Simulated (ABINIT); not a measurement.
An input for ABINIT 10.8.3 (VBiO4 (Clinobisvanite)):

```
acell 3*1.0 Angstrom
rprim 
  3.623583094700 -5.848600000000 -0.000000000000
  3.623583094700 5.848600000000 0.000000000000
  -3.550011012700 0.000000000000 3.647394391800
ntypat 3
znucl 23 83 8
natom 12
typat 1 1 2 2 3 3 3 3 3 3 3 3
xred 
  0.870000000000 0.130000000000 0.750000000000
  0.130000000000 0.870000000000 0.250000000000
  0.366500000000 0.633500000000 0.750000000000
  0.633500000000 0.366500000000 0.250000000000
  0.938300000000 0.354700000000 0.638800000000
  0.645300000000 0.061700000000 0.861200000000
  0.061700000000 0.645300000000 0.361200000000
  0.354700000000 0.938300000000 0.138800000000
  0.811300000000 0.709900000000 0.879600000000
  0.290100000000 0.188700000000 0.620400000000
  0.188700000000 0.290100000000 0.120400000000
  0.709900000000 0.811300000000 0.379600000000
pp_dirpath "pseudos"
pseudos "V.upf, Bi.upf, O.upf"
ecut 42
ngkpt 2 2 2
nshiftk 1
shiftk 0 0 0
kptopt 1
chksymbreak 0
iscf -2
irdden 1
istwfk *1
nband 122
nbdbuf 10
tolwfr 1e-09
nstep 60
prtvol 0
indata_prefix "in"
outdata_prefix "out"
tmpdata_prefix "tmp"
```

```sh
OMP_NUM_THREADS=1 mpirun -n 6 abinit run.abi > log
```

Estimate wall time and host memory on 6 MPI ranks of Arm Neoverse V1, shared host.

It took 73 s; on shared hardware allow 37 s to 2.4 min. Peak host memory was 0.86 GiB.

[Paths, hosts, dates, memory and timing lines, banners, echoed tables and standing remarks are left out of the program output.]

[Logs are printed without paths, hosts, clocks, repeated set-up lines and the standing remarks that a program may print on its own settings, such as how far it seeks lower states.]

[Runs of the session that timed out or met a known fault of the program may be left out.]

[Hosts, paths, dates, database ids (printed as entryN), source tags and the programs' standing remarks are cut or masked in the printed files.]

[G0W0 gaps are taken among the corrected bands and points alone; a level outside them can change the order at an edge.]

[Where Ansatz stands beside ABINIT at settings called matched, ABINIT's density can come from a denser mesh and the files from another edition; pairs whose starting gaps differed by over 0.03 eV were left out, so agreement reads better than it is.]
